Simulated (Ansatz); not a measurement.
Two G0W0 runs on ZnPS3 (C2/m).

The structure is monoclinic, space group C2/m (No. 12). The conventional cell has a = 5.848 Å, b = 10.137 Å, c = 6.591 Å, α = 90.00°, β = 107.04°, γ = 90.00°. Nearest to Zn lie 6 S at 2.50 to 2.51 Å. Nearest to P lie 3 S at 2.03 Å and 1 P at 2.19 Å. Nearest to S lie 1 P at 2.03 Å and 2 Zn at 2.50 Å. Nearest to S lie 1 P at 2.03 Å and 2 Zn at 2.51 Å. Farther neighbours and most contacts between anions are not listed.

```cif
data_structure
_symmetry_space_group_name_H-M 'P 1'
_symmetry_Int_Tables_number 1
_cell_length_a 5.8516
_cell_length_b 5.8516
_cell_length_c 6.5907
_cell_angle_alpha 98.419
_cell_angle_beta 98.419
_cell_angle_gamma 120.038
_cell_volume 186.79
loop_
_atom_site_label
_atom_site_type_symbol
_atom_site_fract_x
_atom_site_fract_y
_atom_site_fract_z
_atom_site_occupancy
Zn1 Zn 0.66748 0.33252 0.00000 1
Zn2 Zn 0.33252 0.66748 0.00000 1
P3 P 0.94204 0.94204 0.82653 1
P4 P 0.05796 0.05796 0.17347 1
S5 S 0.58015 0.91642 0.74876 1
S6 S 0.08358 0.41985 0.25124 1
S7 S 0.74659 0.74659 0.25059 1
S8 S 0.25341 0.25341 0.74941 1
S9 S 0.41985 0.08358 0.25124 1
S10 S 0.91642 0.58015 0.74876 1
```

The structure was relaxed with LDA. The runs that relaxed it are not among those shown. PAW set soft_2, made with PBE.

The first (Ansatz 0.2.0; start LDA, 4×4×2 mesh, 362 empty bands, screening to 90 eV, plasmon pole; 1 × NVIDIA H100 80GB HBM3 with 8 threads of AMD EPYC 7R13 (Zen 3), shared host) gave, on its mesh: starting gap 2.15 eV, G0W0 gap 3.43 eV, RPA ε∞ (mean) 7.19, 15 s.

Q: The second changes start from LDA to r2SCAN and frequency model from plasmon pole to contour deformation. What does it give?

It gave: starting gap 2.88 eV, G0W0 gap 3.79 eV, RPA ε∞ (mean) 5.97, 10 s. The G0W0 gap moves by +0.35 eV, +0.73 eV from the start and −0.38 eV from the correction. Σc changes by +0.03 eV at the valence top and +0.04 eV at the conduction bottom, and Σx − Vxc between them by −0.39 eV.

Limits: not at the basis limit; coarse k mesh.

[Paths, hosts, dates, memory and timing lines, banners, echoed tables and standing remarks are left out of the program output.]

[Logs are printed without paths, hosts, clocks, repeated set-up lines and the standing remarks that a program may print on its own settings, such as how far it seeks lower states.]

[Runs of the session that timed out or met a known fault of the program may be left out.]

[Cells called generated may have been cut or substituted from an entry of the Crystallography Open Database or the Materials Project.]

[Hosts, paths, dates, database ids (printed as entryN), source tags and the programs' standing remarks are cut or masked in the printed files.]
